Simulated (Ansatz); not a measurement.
# Liquid K2Si2O5 (108 atoms) by DFT dynamics, part 3 of 3

What local order and mobility does K2Si2O5 (108 atoms) show in DFT dynamics?

Ansatz 0.2.0; Kohn-Sham DFT, PBE, PAW (set soft_2), plane waves.

The cell: 24 K, 60 O and 24 Si. Sampling is at Γ alone, for a cell whose shortest periodic width is 13 Å.

So far, density (g/cm³): step 6 (local order late in the run) 2.18.

### Step 7. Single point at the last frame

The last frame is solved once more, with the analyses that the dynamics left out.

input.yaml reads:

```yaml
crystal:
  lattice:
    - [12.5191, 0.0, 0.0]
    - [0.0, 12.5191, 0.0]
    - [0.0, 0.0, 12.5191]
  atoms:
    - { symbol: K, position: [0.87339, 0.236, 0.65616] }
    - { symbol: K, position: [0.97338, 0.87911, 0.56756] }
    - { symbol: K, position: [0.93703, 0.00046, 0.98077] }
    - { symbol: K, position: [0.23651, 0.3539, 0.90063] }
    - { symbol: K, position: [0.28943, 0.43804, 0.57146] }
    - { symbol: K, position: [0.48525, 0.49942, 0.74421] }
    - { symbol: K, position: [0.34908, 0.82141, 0.90989] }
    - { symbol: K, position: [0.77847, 0.31927, 0.33642] }
    - { symbol: K, position: [0.45939, 0.83234, 0.20424] }
    - { symbol: K, position: [0.77009, 0.00421, 0.75279] }
    - { symbol: K, position: [0.12882, 0.87961, 0.15835] }
    - { symbol: K, position: [0.32389, 0.55219, 0.31371] }
    - { symbol: K, position: [0.71643, 0.19117, 0.92773] }
    - { symbol: K, position: [0.59478, 0.74544, 0.46026] }
    - { symbol: K, position: [0.50183, 0.05507, 0.05007] }
    - { symbol: K, position: [0.00655, 0.30235, 0.9357] }
    - { symbol: K, position: [0.76301, 0.75732, 0.73413] }
    - { symbol: K, position: [0.25651, 0.03015, 0.34401] }
    - { symbol: K, position: [0.64725, 0.51842, 0.22872] }
    - { symbol: K, position: [0.32226, 0.34009, 0.2234] }
    - { symbol: K, position: [0.41989, 0.17041, 0.80558] }
    - { symbol: K, position: [0.77581, 0.0569, 0.24986] }
    - { symbol: K, position: [0.18382, 0.09894, 0.84266] }
    - { symbol: K, position: [0.15747, 0.62241, 0.05503] }
    - { symbol: O, position: [0.90754, 0.62458, 0.12371] }
    - { symbol: O, position: [0.03622, 0.52335, 0.78465] }
    - { symbol: O, position: [0.4083, 0.35815, 0.40489] }
    - { symbol: O, position: [0.15026, 0.98221, 0.63723] }
    - { symbol: O, position: [0.78735, 0.47081, 0.04989] }
    - { symbol: O, position: [0.5797, 0.47978, 0.47658] }
    - { symbol: O, position: [0.08076, 0.65971, 0.6327] }
    - { symbol: O, position: [0.52975, 0.98131, 0.81763] }
    - { symbol: O, position: [0.59952, 0.24691, 0.44289] }
    - { symbol: O, position: [0.72963, 0.36478, 0.58187] }
    - { symbol: O, position: [0.32573, 0.52195, 0.04492] }
    - { symbol: O, position: [0.08762, 0.76468, 0.46071] }
    - { symbol: O, position: [0.99529, 0.51386, 0.98993] }
    - { symbol: O, position: [0.82722, 0.47585, 0.82732] }
    - { symbol: O, position: [0.21418, 0.62907, 0.46635] }
    - { symbol: O, position: [0.87539, 0.17285, 0.43169] }
    - { symbol: O, position: [0.93181, 0.79848, 0.22061] }
    - { symbol: O, position: [0.2864, 0.02744, 0.53098] }
    - { symbol: O, position: [0.53621, 0.76575, 0.79778] }
    - { symbol: O, position: [0.85905, 0.6491, 0.3366] }
    - { symbol: O, position: [0.62734, 0.28152, 0.08158] }
    - { symbol: O, position: [0.78691, 0.84693, 0.39259] }
    - { symbol: O, position: [0.46108, 0.31906, 0.91472] }
    - { symbol: O, position: [0.6764, 0.61158, 0.90229] }
    - { symbol: O, position: [0.03816, 0.10646, 0.31422] }
    - { symbol: O, position: [0.81527, 0.81104, 0.04317] }
    - { symbol: O, position: [0.6576, 0.1434, 0.64096] }
    - { symbol: O, position: [0.3519, 0.89778, 0.73099] }
    - { symbol: O, position: [0.17239, 0.96827, 0.96211] }
    - { symbol: O, position: [0.10692, 0.70195, 0.85231] }
    - { symbol: O, position: [0.24403, 0.54197, 0.73768] }
    - { symbol: O, position: [0.62066, 0.77577, 0.0102] }
    - { symbol: O, position: [0.46379, 0.63056, 0.14538] }
    - { symbol: O, position: [0.27803, 0.79599, 0.34072] }
    - { symbol: O, position: [0.03464, 0.30525, 0.36228] }
    - { symbol: O, position: [0.89178, 0.70538, 0.55498] }
    - { symbol: O, position: [0.54007, 0.86209, 0.62228] }
    - { symbol: O, position: [0.27856, 0.83121, 0.54582] }
    - { symbol: O, position: [0.92606, 0.1417, 0.11065] }
    - { symbol: O, position: [0.65981, 0.94563, 0.12573] }
    - { symbol: O, position: [0.95629, 0.42902, 0.18188] }
    - { symbol: O, position: [0.77377, 0.54113, 0.46982] }
    - { symbol: O, position: [0.99966, 0.54646, 0.47053] }
    - { symbol: O, position: [0.14622, 0.4736, 0.27916] }
    - { symbol: O, position: [0.53499, 0.46586, 0.04354] }
    - { symbol: O, position: [0.20532, 0.19943, 0.65748] }
    - { symbol: O, position: [0.29223, 0.17006, 0.99747] }
    - { symbol: O, position: [0.07637, 0.13884, 0.50923] }
    - { symbol: O, position: [0.71114, 0.75532, 0.21596] }
    - { symbol: O, position: [0.10638, 0.27766, 0.16252] }
    - { symbol: O, position: [0.9054, 0.67259, 0.86142] }
    - { symbol: O, position: [0.95243, 0.88325, 0.82758] }
    - { symbol: O, position: [0.15186, 0.06606, 0.15814] }
    - { symbol: O, position: [0.94235, 0.16988, 0.84763] }
    [... 24 atom lines left out ...]
    - { symbol: Si, position: [0.87655, 0.62491, 0.46882] }
    - { symbol: Si, position: [0.12895, 0.60571, 0.7451] }
    - { symbol: Si, position: [0.58755, 0.70594, 0.91148] }
    - { symbol: Si, position: [0.18246, 0.10314, 0.58386] }
    - { symbol: Si, position: [0.55124, 0.34485, 0.99645] }
    - { symbol: Si, position: [0.22189, 0.76022, 0.44683] }
kpoints:
  mp_grid: { grid: [1, 1, 1] }
hamiltonian:
  xc: pbe
scf:
  occupations: { method: fermi_dirac, width: 0.116 }
output:
  forces: true
  stress: true
  populations: true
  dos:
    method: { smearing: { sigma: 0.15 } }
    de: 0.1
    projected: { site_lists: { K: [K], O: [O], Si: [Si] } }
  eigenvalues: true
  write_density: true
  write_potential: true
  volumetric_format: npy
```

Started as:

```bash
$ ansatz run input.yaml --threads 32 --pin off --max-ram 143360MiB --backend cuda --events-out ev --progress --plain --runs-dir out
```

Run time: 2.4 s. Hardware: 1 × NVIDIA GB200 with 32 threads of Arm Neoverse V2, shared host; peak memory 1.4 GiB.

That memory is the host's; the program planned up to 5.3 GiB on the GPU.

The program notes that the exchange-correlation potential is rough where the density is thin.

Read from the output:

```
free energy                                      : -86303.0435 eV
free energy per atom                             : -799.1023 eV/atom
SCF cycles                                       : 11
pressure                                         : 0.06071 GPa
r.m.s. force component                           : 1.314 eV/Å
longest force                                    : 6.107 eV/Å
Fermi energy                                     : 5.37 eV
gap (highest filled to lowest empty level) : 0.8347 eV
levels partly filled by over 2 per cent          : 2
spilling of the projection                       : 0.011
```

Neighbours are counted within 3.58 Å (O-K), 2.16 Å (O-Si), cutoffs set anew for this text.

Length of the force by element and coordination:

```
element  coordination  atoms  mean length of the force (eV/Å)  spread  least   most
      K           all     24                            0.901   0.457  0.155   2.71
      K             4      2                            0.798   0.412  0.387   1.21
      K             5      7                            0.897   0.184  0.544   1.17
      K             6      8                            0.915   0.727  0.155   2.71
      K             7      5                             1.00   0.113  0.805   1.13
      K             8      1                            0.714       -  0.714  0.714
      K             9      1                            0.705       -  0.705  0.705
      O           all     60                             2.00   0.947  0.378   4.09
      O             2      1                             1.73       -   1.73   1.73
      O             3     19                             2.06   0.905  0.378   3.80
      O             4     23                             1.92   0.786  0.607   3.74
      O             5     14                             2.20    1.23  0.393   4.09
      O             6      3                             1.44   0.614  0.592   2.02
     Si           all     24                             2.81    1.47  0.582   6.11
```

Löwdin charges by element and coordination (they lack the spilled electrons, 0.068 e an atom on average):

```
element  coordination  atoms  mean charge (e)  spread   least    most
      K           all     24            0.860  0.0123   0.834   0.879
      K             4      2            0.848       -   0.845   0.852
      K             5      7            0.857  0.0117   0.843   0.872
      K             6      8            0.859  0.0135   0.834   0.876
      K             7      5            0.870       -   0.857   0.879
      K             8      1            0.857       -   0.857   0.857
      K             9      1            0.857       -   0.857   0.857
      O           all     60           -0.865  0.0895   -1.25  -0.701
      O             2      1           -0.750       -  -0.750  -0.750
      O             3     19           -0.811  0.0485  -0.921  -0.701
      O             4     23           -0.871  0.0678   -1.03  -0.784
      O             5     14           -0.888  0.0722   -1.01  -0.797
      O             6      3            -1.08   0.121   -1.25  -0.966
     Si           all     24             1.61  0.0711    1.41    1.71
```

Density of states as counts of states in windows of 1 eV (from the Fermi level), total and some projections:

```
from (eV)  to (eV)  total   O p  Si p  K s   K p
      -18      -17    4.0   0.0   0.5  0.1   0.2
      -17      -16    0.1   0.0   0.0  0.0   0.0
      -16      -15   45.5   0.3   0.1  0.2  43.6
      -15      -14   84.8   0.9   0.2  0.1  83.2
      -14      -13   14.3   0.3   0.0  0.0  13.4
      -13      -12    6.3   3.3   0.3  0.0   0.8
      -12      -11    9.8   6.4   0.7  0.0   0.1
      -11      -10   10.8   7.5   1.3  0.0   0.0
      -10       -9   21.0  14.8   2.8  0.0   0.1
       -9       -8   24.4  18.1   3.4  0.1   0.2
       -8       -7   33.6  26.3   4.4  0.1   0.2
       -7       -6   44.6  37.8   3.2  0.2   0.2
       -6       -5   60.1  53.1   2.8  0.6   0.2
       -5       -4   55.3  50.5   1.8  0.6   0.2
       -4       -3   63.6  58.9   2.1  0.5   0.3
       -3       -2   23.0  21.7   0.4  0.1   0.1
       -2       -1    2.8   2.6   0.0  0.0   0.0
       -1        0    5.9   5.3   0.0  0.3   0.1
        0        1    2.1   0.1   0.1  1.2   0.0
        1        2   11.4   1.6   1.2  4.9   0.1
        2        3   25.5   2.9   4.3  8.6   0.1
        3        4   44.7   4.0   9.6  7.5   0.1
        4        5   61.2   4.6  12.3  4.8   0.1
```

Between -26 and -18 eV lie 114 more states.

About 48 of the 672 electrons lie in deeper levels, below the stored range.

Not all projections were asked for or kept, so they needn't add up to the total.

The levels nearest the highest filled one (over half full), pooled over k-points and spins:

```
level less the highest filled one (eV)  occupation
                                 -1.77           2
                                 -1.55           2
                                 -1.34           2
                                -0.346        2.00
                                -0.166        1.99
                                     0        1.95
                                 0.835       0.061
                                  1.66           0
                                  1.97           0
                                  2.18           0
                                  2.22           0
                                  2.30           0
```

Mean Löwdin charges: K +0.86, O -0.86, Si +1.61 e (they miss 1.1 % of the electrons, so they add up to more than the cell's charge). The largest share in the top eV of filled states is O p (94 % of the projected weight), and in the lowest eV of empty states K s (40 % of the projected weight).

Local excerpt of 13 atoms (numbers count through the whole input) about K6, which has 9 bonded neighbours where the commonest count for K is 6; x, y, z are measured from there.

```
 atom      x      y      z  distance (Å)  bonds  Löwdin charge (e)     Fx     Fy  Fz (eV/Å)
   K6   0.00   0.00   0.00          0.00      9               0.86   0.23   0.34       0.57
  O80   0.52  -2.12  -1.61          2.71      5              -0.83  -0.47  -0.55      -2.30
  O84   2.27   0.92  -1.18          2.72      4              -0.92  -0.24   0.07       0.70
  O79  -0.16   1.75   2.37          2.95      4              -0.84   0.32  -0.38       0.35
  O55  -3.02   0.53  -0.08          3.07      4              -0.93  -2.00   1.41       0.36
  O47  -0.30  -2.26   2.13          3.12      5              -0.96  -1.09  -0.83      -0.32
  O83   2.12  -1.42   2.02          3.25      4              -0.82   0.96   1.28      -0.39
   K5  -2.45  -0.77  -2.16          3.36      5               0.87  -0.66  -0.38      -0.03
  O48   2.39   1.40   1.98          3.41      4              -0.78   1.74  -1.65      -0.03
 Si87   2.56  -0.10  -2.31          3.45      4               1.61  -0.38   0.30      -0.72
  O43   0.64   3.33   0.67          3.46      5              -0.82   1.53   0.02       2.10
  O30   1.18  -0.25  -3.35          3.56      5              -0.83  -0.94  -1.64      -0.57
Si105   1.28   2.59   2.09          3.57      4               1.65  -4.60  -0.76      -2.57
```

The column of bonds counts only the pairs O-K within 3.58 Å, O-Si within 2.16 Å; other neighbours, such as metal atoms beside each other in a compound, aren't counted, and periodic images can show an atom twice.

### Step 8. Functional HSE06

HSE06 mixes in a quarter of exact exchange at short range, which counters self-interaction, at a higher cost.

This step: Kohn-Sham DFT, HSE06, PAW (set soft_2), plane waves (Ansatz 0.2.0).

input.yaml, as its differences from that of step 7:

```diff
@@ -10,3 +10,3 @@
 hamiltonian:
-  xc: pbe
+  xc: hse06
 scf:
@@ -22,4 +22 @@
   eigenvalues: true
-  write_density: true
-  write_potential: true
-  volumetric_format: npy
```

The job ended after 16 s (1 × NVIDIA GB200 with 32 threads; peak memory 6.9 GiB; 3.1 min of CPU time).

That memory is the host's.

The program notes that the exchange threshold is loose for the stress.

Geometry and reference: those of the single point at the last frame.

Forces differ from those of the single point at the last frame by 287 meV/Å r.m.s., 22 % of their size; the pressure by -3.0 GPa and the gap by +0.97 eV.

Read from the output:

| Item | Value |
| --- | --- |
| free energy | -86325.6234 eV |
| free energy per atom | -799.3113 eV/atom |
| SCF cycles | 27 |
| pressure | -2.989 GPa |
| r.m.s. force component | 1.407 eV/Å |
| longest force | 6.133 eV/Å |
| Fermi energy | 5.27 eV |
| gap (highest filled to lowest empty level) | 1.805 eV |
| spilling of the projection | 0.01098 |

Length of the force by element and coordination:

```
element  coordination  atoms  mean length of the force (eV/Å)  spread  least   most
      K           all     24                            0.916   0.464  0.147   2.77
      K             4      2                            0.830   0.407  0.422   1.24
      K             5      7                            0.905   0.190  0.538   1.15
      K             6      8                            0.941   0.738  0.147   2.77
      K             7      5                            0.997   0.144  0.758   1.17
      K             8      1                            0.759       -  0.759  0.759
      K             9      1                            0.734       -  0.734  0.734
      O           all     60                             2.17    1.07  0.451   4.44
      O             2      1                             2.36       -   2.36   2.36
      O             3     19                             2.21   0.989  0.933   4.15
      O             4     23                             2.05   0.891    0.5   3.95
      O             5     14                             2.41    1.41  0.451   4.44
      O             6      3                             1.68   0.822  0.543   2.46
     Si           all     24                             2.95    1.51  0.702   6.13
```

Löwdin charges by element and coordination (they lack the spilled electrons, 0.068 e an atom on average):

```
element  coordination  atoms  mean charge (e)  spread   least    most
      K           all     24            0.874  0.0121   0.846   0.891
      K             4      2            0.865       -   0.862   0.868
      K             5      7            0.872  0.0115   0.858   0.887
      K             6      8            0.872  0.0143   0.846   0.891
      K             7      5            0.882       -   0.871   0.891
      K             8      1            0.873       -   0.873   0.873
      K             9      1            0.870       -   0.870   0.870
      O           all     60           -0.898  0.0962   -1.34  -0.728
      O             2      1           -0.780       -  -0.780  -0.780
      O             3     19           -0.842  0.0507  -0.959  -0.728
      O             4     23           -0.904  0.0707   -1.07  -0.815
      O             5     14           -0.922  0.0747   -1.05  -0.830
      O             6      3            -1.13   0.146   -1.34   -1.00
     Si           all     24             1.68  0.0683    1.48    1.77
```

Density of states as counts of states in windows of 1 eV (from the Fermi level), total and some projections:

```
from (eV)  to (eV)  total   O p  Si p  K s   K p
      -18      -17   13.4   0.1   0.0  0.1  11.9
      -17      -16   83.3   0.8   0.2  0.2  81.8
      -16      -15   38.8   0.4   0.1  0.1  38.0
      -15      -14   12.4   1.5   0.1  0.0   9.4
      -14      -13    6.8   4.5   0.4  0.0   0.1
      -13      -12    9.8   6.6   0.8  0.0   0.1
      -12      -11   15.3  10.8   2.0  0.0   0.1
      -11      -10   20.8  15.1   2.8  0.0   0.1
      -10       -9   23.5  17.9   3.3  0.1   0.1
       -9       -8   35.3  28.5   3.8  0.1   0.2
       -8       -7   44.9  38.6   2.9  0.2   0.2
       -7       -6   61.7  55.4   2.5  0.5   0.3
       -6       -5   48.4  44.5   1.5  0.4   0.2
       -5       -4   59.9  55.7   1.9  0.4   0.3
       -4       -3   22.5  21.3   0.3  0.1   0.1
       -3       -2    3.2   3.0   0.0  0.0   0.0
       -2       -1    3.8   3.5   0.0  0.2   0.0
       -1        0    2.1   1.9   0.0  0.1   0.0
        0        1    1.6   0.1   0.0  1.0   0.0
        1        2    2.7   0.4   0.4  1.0   0.0
        2        3   15.8   1.6   1.6  7.8   0.1
        3        4   29.4   2.7   5.7  8.8   0.1
        4        5   48.2   3.6  10.4  6.5   0.1
```

Between -26 and -18 eV lie 112 more states.

About 54 of the 672 electrons lie in deeper levels, below the stored range.

Not all projections were asked for or kept, so they needn't add up to the total.

The levels nearest the highest filled one (over half full), pooled over k-points and spins:

```
level less the highest filled one (eV)  occupation
                                 -2.30           2
                                 -2.09           2
                                 -1.86           2
                                -0.306           2
                                -0.191           2
                                     0        2.00
                                  1.80       0.001
                                  2.71           0
                                  2.99           0
                                  3.16           0
                                  3.19           0
                                  3.32           0
```

### Step 9. What came out

* mean temperature, second half (liquid at 1350 K): 1354 K
* temperature swing, second half (liquid at 1350 K): 95.42 K
* mean pressure, second half (liquid at 1350 K): 1.161 GPa
* slope of the conserved energy against time, by least squares (liquid at 1350 K): -0.0941 meV/atom/ps
* free energy per atom: -799.1023 eV/atom
* pressure: 0.06071 GPa
* r.m.s. force component: 1.314 eV/Å
* gap (highest filled to lowest empty level): 0.8347 eV
* wall time of the 6 DFT runs: 19 min

**Reading.** Melting at 3000 K: by the end of the lags followed (0.43 ps), the least mobile element has a mean square displacement of 2.1 Å², too little over such short lags to show that the memory of the start is lost. Liquid at 1350 K: by the end of the lags followed (1.27 ps), the least mobile element has a mean square displacement of 0.95 Å². Liquid at 1350 K: the potential energy still drifts by -27 meV/atom between the last two quarters, so the cell isn't at equilibrium and its averages are those of a relaxing fluid. Liquid at 1350 K: the slope of the later half of the mean square displacement gives diffusion coefficients of about 2.9e-5 cm²/s (K); over so short a run these are rough. Liquid at 1350 K: counting bonds as in the table, 33 % of K atoms have 6, 38 % of O atoms have 4 and all Si atoms have 4 bonded neighbours. Liquid at 1350 K: 62 % of the oxygens bridge two formers (Si) and 37 % are non-bridging; 2 % join none.

The highest filled and lowest empty levels lie 0.835 eV apart (at Γ alone), but 2 levels are partly filled, by over 2 %, under the smearing. HSE06 at the same geometry puts the gap at 1.80 eV, a change of +0.97 eV.

What to keep in mind: At the set density the liquid holds a mean pressure of 1.2 GPa, so this isn't the functional's own density for the liquid at that temperature. The pressure of a single frame lacks the kinetic term, about 1.0 GPa here.

[Logs are printed without paths, hosts, clocks, repeated set-up lines and the standing remarks that a program may print on its own settings, such as how far it seeks lower states.]

[Hosts, paths, dates, database ids (printed as entryN), source tags and the programs' standing remarks are cut or masked in the printed files.]
